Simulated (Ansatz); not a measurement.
# Direct or indirect: NaCl (Fm-3m)

```cif
data_structure
_symmetry_space_group_name_H-M 'Fm-3m'
_symmetry_Int_Tables_number 225
_cell_length_a 5.6200
_cell_length_b 5.6200
_cell_length_c 5.6200
_cell_angle_alpha 90.000
_cell_angle_beta 90.000
_cell_angle_gamma 90.000
_cell_volume 177.50
loop_
_atom_site_label
_atom_site_type_symbol
_atom_site_symmetry_multiplicity
_atom_site_Wyckoff_symbol
_atom_site_fract_x
_atom_site_fract_y
_atom_site_fract_z
_atom_site_occupancy
Cl1 Cl 4 b 0.50000 0.00000 0.00000 1
Na1 Na 4 a 0.00000 0.00000 0.00000 1
```

Method: Ansatz, PBE, independent particles, without spin-orbit coupling, line width 0.1 eV (Gaussian). The band structure gives a fundamental gap of 5.15 eV. The spectrum of vertical transitions near the edge:

| E (eV) | Im ε, E ∥ xyz |
| --- | --- |
| 4.68 | 0.00 |
| 4.80 | 0.00 |
| 4.92 | 0.00 |
| 5.04 | 0.01 |
| 5.16 | 0.11 |
| 5.28 | 0.28 |
| 5.40 | 0.40 |
| 5.52 | 0.48 |
| 5.64 | 0.55 |
| 5.76 | 0.61 |
| 5.88 | 0.66 |
| 6.00 | 0.71 |
| 6.12 | 0.76 |
| 6.24 | 0.81 |
| 6.36 | 0.86 |

Problem. Is the gap direct or indirect, and about where do vertical transitions set in?

Solution. Direct: the band path has its least direct gap at the fundamental one, 5.15 eV, and the curves rise from there. Lines are broadened by 0.1 eV, which spreads the edge.

[Logs are printed without paths, hosts, clocks, repeated set-up lines and the standing remarks that a program may print on its own settings, such as how far it seeks lower states.]
